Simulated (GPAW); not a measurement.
# Y L₃ ELNES/XANES of YSn3 (Pm-3m) from DFT

Aim: the near-edge shape at the Y L₃ edge of YSn3 (Pm-3m), and what the core hole does to it.

Program: GPAW 26.7.0. Level of theory: X-ray absorption from dipole matrix elements to empty bands, plane-wave PAW LDA. Results are calculated unless marked as measured.

Most raw output is cut from this account.

## Step 1: Set-up

The structure is cubic, space group Pm-3m (No. 221). The conventional cell has a = 4.666 Å, b = 4.666 Å, c = 4.666 Å, α = 90.00°, β = 90.00°, γ = 90.00°. Nearest to Sn lie 8 Sn at 3.30 Å and 4 Y at 3.30 Å. Nearest to Y lie 12 Sn at 3.30 Å. Farther neighbours are not listed.

As a file:

```cif
data_structure
_symmetry_space_group_name_H-M 'P 1'
_symmetry_Int_Tables_number 1
_cell_length_a 4.6660
_cell_length_b 4.6660
_cell_length_c 4.6660
_cell_angle_alpha 90.000
_cell_angle_beta 90.000
_cell_angle_gamma 90.000
_cell_volume 101.59
loop_
_atom_site_label
_atom_site_type_symbol
_atom_site_fract_x
_atom_site_fract_y
_atom_site_fract_z
_atom_site_occupancy
Sn1 Sn 0.50000 0.50000 0.00000 1
Sn2 Sn 0.50000 0.00000 0.50000 1
Sn3 Sn 0.00000 0.50000 0.50000 1
Y4 Y 0.00000 0.00000 0.00000 1
```

## Step 2: The field without a hole

The ground state comes first: it tells whether the system has a gap, which decides how the excited electron is treated.

scf.py

```python
import numpy as np
from ase import Atoms
from ase.parallel import parprint, paropen
from gpaw import GPAW, PW, FermiDirac, Mixer, MixerDif, setup_paths
from gpaw.test import gen
setup_paths.insert(0, '.')
gen('Y', name='nch2p', xcname='LDA', corehole=(2, 1, 0), write_xml=True)
from gpaw.mpi import world
world.barrier()

atoms = Atoms('Sn3Y',
    cell=[[4.666, 0, 0],
     [0, 4.666, 0],
     [0, 0, 4.666]],
    scaled_positions=[[0.5, 0.5, 0],
     [0.5, 0, 0.5],
     [0, 0.5, 0.5],
     [0, 0, 0]],
    pbc=True)
atoms.calc = calc = GPAW(legacy_gpaw=True, mode=PW(430, force_complex_dtype=True), xc='LDA', setups={3: 'nch2p'},
    kpts={'size': (5, 5, 5), 'gamma': True}, occupations=FermiDirac(0.05),
    charge=0, mixer=Mixer(0.1, 5, 50), maxiter=150,
    convergence={'density': 0.0001, 'eigenstates': 1e-6}, txt='scf.txt')
energy = atoms.get_potential_energy() + calc.get_reference_energy()
ef = calc.get_fermi_level()
out = dict(energy=energy, fermi=ef, forces=atoms.get_forces().tolist())
parprint(f'all-electron energy {energy:.4f} eV, Fermi level {ef:.4f} eV')
ev = np.array([[calc.get_eigenvalues(k, s) for k in range(len(calc.get_ibz_k_points()))] for s in range(calc.get_number_of_spins())])
out['homo'], out['lumo'], out['counts'] = ev[ev < ef].max(), ev[ev > ef].min(), sorted(set((ev < ef).sum((0, 2)).tolist()))
out['filled'] = (ev[:, 0] < ef).sum(1).tolist()
import json
with paropen('out.json', 'w') as f:
    json.dump(out, f)
```

Started as:

```
> OMP_NUM_THREADS=1 mpirun -n 4 gpaw python scf.py
```

Elapsed: 8.6 s, on 4 MPI ranks of Intel Xeon Platinum 8488C (Sapphire Rapids), shared host; peak memory 0.17 GiB.

The mesh shows no gap, so the system is treated as a metal and the core electron is put at the Fermi level (neutral cell).

## Step 3: Spectrum without a core hole, Y atom 4

This cheap baseline ignores the attraction of the hole: it shows the absorber's empty states as they are in the ground state. The data set with a hole of occupation 0 only carries the core orbital.

The absorber has 12 Sn at 3.30 Å (cuboctahedral, site symmetry m-3m).

xas.py

```python
import numpy as np
from ase import Atoms
from ase.parallel import parprint, paropen
from gpaw import GPAW, PW, FermiDirac, Mixer, MixerDif, setup_paths
from gpaw.test import gen
setup_paths.insert(0, '.')
gen('Y', name='nch2p', xcname='LDA', corehole=(2, 1, 0), write_xml=True)
from gpaw.mpi import world
world.barrier()

atoms = Atoms('Sn3Y',
    cell=[[4.666, 0, 0],
     [0, 4.666, 0],
     [0, 0, 4.666]],
    scaled_positions=[[0.5, 0.5, 0],
     [0.5, 0, 0.5],
     [0, 0.5, 0.5],
     [0, 0, 0]],
    pbc=True)
atoms.calc = calc = GPAW(legacy_gpaw=True, mode=PW(430, force_complex_dtype=True), xc='LDA', setups={3: 'nch2p'},
    kpts={'size': (7, 7, 7), 'gamma': True}, occupations=FermiDirac(0.1),
    charge=0, mixer=Mixer(0.1, 5, 50), maxiter=150,
    convergence={'density': 0.0001, 'eigenstates': 1e-6}, txt='scf.txt')
energy = atoms.get_potential_energy() + calc.get_reference_energy()
ef = calc.get_fermi_level()
out = dict(energy=energy, fermi=ef, forces=atoms.get_forces().tolist())
parprint(f'all-electron energy {energy:.4f} eV, Fermi level {ef:.4f} eV')
ev = np.array([[calc.get_eigenvalues(k, s) for k in range(len(calc.get_ibz_k_points()))] for s in range(calc.get_number_of_spins())])
out['homo'], out['lumo'], out['counts'] = ev[ev < ef].max(), ev[ev > ef].min(), sorted(set((ev < ef).sum((0, 2)).tolist()))
out['filled'] = (ev[:, 0] < ef).sum(1).tolist()

from ase.units import Ha
from gpaw.xas import dipole_matrix_elements
nb = int(calc.get_number_of_electrons() / 2) + 69
top, nb = nb, nb + 8 + nb // 12
nscf = calc.fixed_density(kpts={'size': (6, 6, 6), 'gamma': True}, nbands=nb,
    convergence={'bands': top, 'eigenstates': 5e-3}, maxiter=60, txt='nscf.txt')
cell = atoms.cell.array
ops = [cell.T @ U.T @ np.linalg.inv(cell.T) for U in nscf.wfs.kd.symmetry.op_scc]
E = np.arange(-25, 34, 0.1)
fwhm = np.interp(E, [4, 25], [1.5, 3.5])
Y, X, zero, highest = 0, 0, 1e9, 1e9
for spin in range(nscf.get_number_of_spins()):
    wfs = nscf.wfs
    mine = wfs.bd.get_slice()  # this rank's bands
    A = dipole_matrix_elements(wfs.setups[3])
    eps = np.zeros((wfs.kd.nibzkpts, nb))
    d = np.zeros((3, A.shape[1], wfs.kd.nibzkpts, nb), complex)
    for kpt in wfs.kpt_u:
        if kpt.s == spin and 3 in kpt.P_ani:
            eps[kpt.k, mine] = kpt.eps_n * Ha
            d[:, :, kpt.k, mine] = (kpt.weight * wfs.nspins / 2) ** 0.5 * np.inner(A, kpt.P_ani[3])
    world.sum(eps)
    world.sum(d)
    T = np.einsum('amkn,bmkn->abkn', d, d.conj()).real
    T = sum(np.einsum('ai,ijkn,bj->abkn', R, T, R) for R in ops) / len(ops)
    empty = eps > ef
    zero, highest = min(zero, eps[empty].min()), min(highest, eps[:, top - 1].min())
    lines = [(eps, T, empty)] if spin == 0 else lines + [(eps, T, empty)]
for eps, T, empty in lines:
    f = np.einsum('aakn->akn', T).reshape(3, -1)
    x = eps.ravel() - zero
    w = np.interp(x, E, fwhm) / 2.35482
    g = np.exp(-0.5 * ((E[:, None] - x) / w) ** 2) / (w * (2 * np.pi) ** 0.5)
    Y = Y + (f * empty.ravel()) @ g.T
    X = X + (f * ~empty.ravel()) @ g.T
out.update(E=E.round(2).tolist(), xas=Y.tolist(), xes=X.tolist(), zero=zero, valid=highest - zero, nk=len(eps), nb=nb)
for i in range(0, len(E), 10):
    parprint(f'{E[i]:7.2f}', *(f'{v:10.3e}' for v in Y[:, i]))
import json
with paropen('out.json', 'w') as f:
    json.dump(out, f)
```

Started as:

```
> OMP_NUM_THREADS=1 mpirun -n 4 gpaw python xas.py
```

The job ended after 16 s (4 MPI ranks; peak memory 0.26 GiB).

The Y L₃ spectrum, Y atom 4, no core hole (energy from the lowest empty level; intensity scaled to a mean of 1 over the first 20 eV):

```tsv
E (eV)	intensity
-2.0	0.00
-1.0	0.03
0.0	0.37
1.0	1.44
2.0	2.67
3.0	2.16
4.0	1.42
5.0	1.52
6.0	1.59
7.0	0.93
8.0	0.54
9.0	0.64
10.0	0.72
11.0	0.67
12.0	0.59
13.0	0.53
14.0	0.50
15.0	0.57
16.0	0.67
17.0	0.69
18.0	0.68
19.0	0.72
20.0	0.82
21.0	0.86
22.0	0.78
23.0	0.66
24.0	0.56
25.0	0.48
26.0	0.43
27.0	0.41
28.0	0.41
29.0	0.45
30.0	0.54
31.0	0.64
```

Main maxima below 30 eV (height): 2.2 eV (2.71), 5.6 eV (1.65), 10.0 eV (0.72) and 20.8 eV (0.86). At an L edge the dipole rule selects empty d (and weakly s) states on the absorber, and the strong line at the onset measures the empty part of its d band.

The same matrix elements for filled bands give the Y L₃ emission of Y atom 4 (ground-state approximation; energy from the lowest empty level, largest value 1):

```tsv
E (eV)	emission
-24.00	0.00
-23.25	0.00
-22.50	0.00
-21.75	0.00
-21.00	0.00
-20.25	0.00
-19.50	0.00
-18.75	0.00
-18.00	0.00
-17.25	0.00
-16.50	0.00
-15.75	0.00
-15.00	0.00
-14.25	0.00
-13.50	0.00
-12.75	0.00
-12.00	0.00
-11.25	0.00
-10.50	0.01
-9.75	0.02
-9.00	0.03
-8.25	0.05
-7.50	0.07
-6.75	0.08
-6.00	0.07
-5.25	0.07
-4.50	0.13
-3.75	0.31
-3.00	0.63
-2.25	0.91
-1.50	0.99
-0.75	0.94
0.00	0.59
0.75	0.16
1.50	0.01
2.25	0.00
3.00	0.00
```

Emission maxima: -1.2 eV (1.00).

## Step 4: Supercell without a hole, the energy reference

The photon energy needs a difference of total energies, so the cell and mesh of the coming hole run are first run without a hole.

scf.py: that of step 2 with these lines changed.

```diff
@@ -10,13 +10,17 @@
 
-atoms = Atoms('Sn3Y',
-    cell=[[4.666, 0, 0],
-     [0, 4.666, 0],
-     [0, 0, 4.666]],
-    scaled_positions=[[0.5, 0.5, 0],
-     [0.5, 0, 0.5],
-     [0, 0.5, 0.5],
-     [0, 0, 0]],
+atoms = Atoms('Sn6Y2',
+    cell=[[4.666, 0, 4.666],
+     [0, 4.666, 4.666],
+     [-4.666, 0, 4.666]],
+    scaled_positions=[[0, 0.5, 0.5],
+     [0.5, 0.5, 0],
+     [0.5, 0, 0],
+     [0, 0, 0.5],
+     [0, 0.5, 0],
+     [0.5, 0.5, 0.5],
+     [0, 0, 0],
+     [0.5, 0, 0.5]],
     pbc=True)
-atoms.calc = calc = GPAW(legacy_gpaw=True, mode=PW(430, force_complex_dtype=True), xc='LDA', setups={3: 'nch2p'},
-    kpts={'size': (5, 5, 5), 'gamma': True}, occupations=FermiDirac(0.05),
+atoms.calc = calc = GPAW(legacy_gpaw=True, mode=PW(430, force_complex_dtype=True), xc='LDA', setups={6: 'nch2p'},
+    kpts={'size': (5, 5, 5), 'gamma': True}, occupations=FermiDirac(0.1),
     charge=0, mixer=Mixer(0.1, 5, 50), maxiter=150,
```

Started as:

```
> OMP_NUM_THREADS=1 mpirun -n 4 gpaw python scf.py
```

It took 15 s on 4 MPI ranks; peak memory 0.24 GiB.

Reference energy: -1191211.745 eV with the cores included.

## Step 5: Spectrum with XCH, Y atom 4

The holes are 6.6 Å apart. In GPAW the data set carries the hole's charge, so charge=0 means a charged cell and charge=-1 a neutral one. The excited electron is kept in the cell, where it fills the lowest empty states and screens the hole. After the field has converged, empty bands are computed with the density fixed and the dipole matrix elements are summed.

xas.py: that of step 3 with these lines changed.

```diff
@@ -6,3 +6,3 @@
 setup_paths.insert(0, '.')
-gen('Y', name='nch2p', xcname='LDA', corehole=(2, 1, 0), write_xml=True)
+gen('Y', name='fch2p', xcname='LDA', corehole=(2, 1, 1), write_xml=True)
 from gpaw.mpi import world
@@ -10,14 +10,18 @@
 
-atoms = Atoms('Sn3Y',
-    cell=[[4.666, 0, 0],
-     [0, 4.666, 0],
-     [0, 0, 4.666]],
-    scaled_positions=[[0.5, 0.5, 0],
-     [0.5, 0, 0.5],
-     [0, 0.5, 0.5],
-     [0, 0, 0]],
+atoms = Atoms('Sn6Y2',
+    cell=[[4.666, 0, 4.666],
+     [0, 4.666, 4.666],
+     [-4.666, 0, 4.666]],
+    scaled_positions=[[0, 0.5, 0.5],
+     [0.5, 0.5, 0],
+     [0.5, 0, 0],
+     [0, 0, 0.5],
+     [0, 0.5, 0],
+     [0.5, 0.5, 0.5],
+     [0, 0, 0],
+     [0.5, 0, 0.5]],
     pbc=True)
-atoms.calc = calc = GPAW(legacy_gpaw=True, mode=PW(430, force_complex_dtype=True), xc='LDA', setups={3: 'nch2p'},
-    kpts={'size': (7, 7, 7), 'gamma': True}, occupations=FermiDirac(0.1),
-    charge=0, mixer=Mixer(0.1, 5, 50), maxiter=150,
+atoms.calc = calc = GPAW(legacy_gpaw=True, mode=PW(430, force_complex_dtype=True), xc='LDA', setups={6: 'fch2p'},
+    kpts={'size': (5, 5, 5), 'gamma': True}, occupations=FermiDirac(0.1),
+    charge=-1, mixer=Mixer(0.1, 5, 50), maxiter=150,
     convergence={'density': 0.0001, 'eigenstates': 1e-6}, txt='scf.txt')
@@ -33,3 +37,3 @@
 from gpaw.xas import dipole_matrix_elements
-nb = int(calc.get_number_of_electrons() / 2) + 69
+nb = int(calc.get_number_of_electrons() / 2) + 134
 top, nb = nb, nb + 8 + nb // 12
@@ -39,3 +43,3 @@
 ops = [cell.T @ U.T @ np.linalg.inv(cell.T) for U in nscf.wfs.kd.symmetry.op_scc]
-E = np.arange(-25, 34, 0.1)
+E = np.arange(-6, 34, 0.1)
 fwhm = np.interp(E, [4, 25], [1.5, 3.5])
@@ -45,3 +49,3 @@
     mine = wfs.bd.get_slice()  # this rank's bands
-    A = dipole_matrix_elements(wfs.setups[3])
+    A = dipole_matrix_elements(wfs.setups[6])
     eps = np.zeros((wfs.kd.nibzkpts, nb))
@@ -49,5 +53,5 @@
     for kpt in wfs.kpt_u:
-        if kpt.s == spin and 3 in kpt.P_ani:
+        if kpt.s == spin and 6 in kpt.P_ani:
             eps[kpt.k, mine] = kpt.eps_n * Ha
-            d[:, :, kpt.k, mine] = (kpt.weight * wfs.nspins / 2) ** 0.5 * np.inner(A, kpt.P_ani[3])
+            d[:, :, kpt.k, mine] = (kpt.weight * wfs.nspins / 2) ** 0.5 * np.inner(A, kpt.P_ani[6])
     world.sum(eps)
```

Started as:

```
> OMP_NUM_THREADS=1 mpirun -n 4 gpaw python xas.py
```

Elapsed: 54 s, on 4 MPI ranks; peak memory 0.39 GiB.

The Y L₃ spectrum, Y atom 4, excited-electron core hole (neutral cell) (energy from the lowest empty level; intensity scaled to a mean of 1 over the first 20 eV):

```tsv
E (eV)	intensity
-2.00	0.00
-1.25	0.07
-0.50	0.81
0.25	2.91
1.00	3.94
1.75	2.65
2.50	1.62
3.25	1.31
4.00	1.39
4.75	1.39
5.50	1.03
6.25	0.62
7.00	0.41
7.75	0.43
8.50	0.56
9.25	0.64
10.00	0.62
10.75	0.56
11.50	0.52
12.25	0.50
13.00	0.47
13.75	0.48
14.50	0.54
15.25	0.62
16.00	0.65
16.75	0.64
17.50	0.64
18.25	0.67
19.00	0.73
19.75	0.79
20.50	0.79
21.25	0.73
22.00	0.64
22.75	0.56
23.50	0.49
24.25	0.44
25.00	0.41
25.75	0.38
26.50	0.37
27.25	0.38
28.00	0.40
28.75	0.46
29.50	0.53
30.25	0.61
31.00	0.64
31.75	0.64
```

Main maxima below 30 eV (height): 0.8 eV (3.97), 4.4 eV (1.44), 9.4 eV (0.64) and 20.2 eV (0.80). 

## Step 6: Spectrum with FCH, Y atom 4

The holes are 6.6 Å apart. In GPAW the data set carries the hole's charge, so charge=0 means a charged cell and charge=-1 a neutral one. The excited electron is left out and a uniform background balances the charge. After the field has converged, empty bands are computed with the density fixed and the dipole matrix elements are summed.

Changed against the first core-hole run: core hole to FCH.

xas.py: that of step 5 with these lines changed.

```diff
@@ -25,3 +25,3 @@
     kpts={'size': (5, 5, 5), 'gamma': True}, occupations=FermiDirac(0.1),
-    charge=-1, mixer=Mixer(0.1, 5, 50), maxiter=150,
+    charge=0, mixer=Mixer(0.1, 5, 50), maxiter=150,
     convergence={'density': 0.0001, 'eigenstates': 1e-6}, txt='scf.txt')
```

The job ended after 56 s (4 MPI ranks; peak memory 0.39 GiB).

```tsv
E (eV)	first run	this run
-2.0	0.00	0.00
-1.0	0.18	0.17
0.0	2.13	1.88
1.0	3.94	4.06
2.0	2.20	2.47
3.0	1.36	1.39
4.0	1.39	1.29
5.0	1.31	1.32
6.0	0.74	0.83
7.0	0.41	0.43
8.0	0.47	0.41
9.0	0.63	0.58
10.0	0.62	0.61
11.0	0.55	0.55
12.0	0.51	0.50
13.0	0.47	0.47
14.0	0.49	0.47
15.0	0.60	0.56
16.0	0.65	0.63
17.0	0.64	0.63
18.0	0.66	0.63
19.0	0.73	0.69
20.0	0.80	0.77
21.0	0.76	0.76
22.0	0.64	0.66
23.0	0.53	0.55
24.0	0.46	0.47
25.0	0.41	0.41
26.0	0.37	0.37
27.0	0.37	0.36
28.0	0.40	0.38
29.0	0.48	0.45
30.0	0.58	0.55
31.0	0.64	0.62
32.0	0.62	0.63
```

Against the first run the r.m.s. difference is 7 %. The highest intensity below 24 eV goes from 0.8 eV (3.97) to 1.0 eV (4.06).

The photon energy of the zero moves by -0.09 eV.

## Step 7: With and without the hole

Both curves are counted from their own zero, so only the shift of weight within the empty states shows.

```tsv
E (eV)	no hole	XCH
-2.0	0.00	0.00
-1.0	0.03	0.18
0.0	0.37	2.13
1.0	1.44	3.94
2.0	2.67	2.20
3.0	2.16	1.36
4.0	1.42	1.39
5.0	1.52	1.31
6.0	1.59	0.74
7.0	0.93	0.41
8.0	0.54	0.47
9.0	0.64	0.63
10.0	0.72	0.62
11.0	0.67	0.55
12.0	0.59	0.51
13.0	0.53	0.47
14.0	0.50	0.49
15.0	0.57	0.60
16.0	0.67	0.65
17.0	0.69	0.64
18.0	0.68	0.66
19.0	0.72	0.73
20.0	0.82	0.80
21.0	0.86	0.76
22.0	0.78	0.64
23.0	0.66	0.53
24.0	0.56	0.46
25.0	0.48	0.41
26.0	0.43	0.37
27.0	0.41	0.37
28.0	0.41	0.40
29.0	0.45	0.48
30.0	0.54	0.58
31.0	0.64	0.64
```

With each curve scaled to its own mean, the area from −2 to 6 eV with the hole is 12.9 against 10.4, and the centre of weight from −1 to 20 eV moves by -1.2 eV: the hole pulls the absorber's empty states down.

## Step 8: Summary of results

```json
{
 "absorber and edge": "Y L₃, atom 4 of the ground-state input (counted from 1)",
 "surroundings": "12 Sn at 3.30 Å (cuboctahedral, site symmetry m-3m)",
 "highest intensity below 24 eV": "0.8 eV above the zero, height 3.97"
}
```

In words: The Y L₃ edge of atom 4, with 12 Sn at 3.30 Å (cuboctahedral, site symmetry m-3m), has its highest intensity of the first 24 eV at 0.8 eV above the zero, 4.0 times the mean level of the first 20 eV (Gaussian full width 1.5 eV up to 4 eV, rising linearly to 3.5 eV at 25 eV). With each curve scaled to its own mean, the area from −2 to 6 eV with the hole is 12.9 against 10.4, and the centre of weight from −1 to 20 eV moves by -1.2 eV: the hole pulls the absorber's empty states down. Changing the core hole to FCH alters the shape by 7 % r.m.s., so the result is insensitive to this choice. Only the L₃ part is meant: spin–orbit coupling of the core level isn't computed and the L₂ copy isn't added. Lifetime broadening is put in by hand, and intensities beyond about 20 eV depend on it and on the partial waves; weight that the partial waves miss at high energy is lost. The structure is a published determination, not relaxed.

[Logs are printed without paths, hosts, clocks, repeated set-up lines and the standing remarks that a program may print on its own settings, such as how far it seeks lower states.]

[Hosts, paths, dates, database ids (printed as entryN), source tags and the programs' standing remarks are cut or masked in the printed files.]

[Lists of maxima count a maximum above −3 eV only where it reaches 4 % of the highest in the window and stands out from its surroundings by 2 % of it (1.5 % where it reaches 55 %); shoulders and weaker maxima are passed over, and of the rest the first, up to two pre-edge ones and the few strongest are named.]
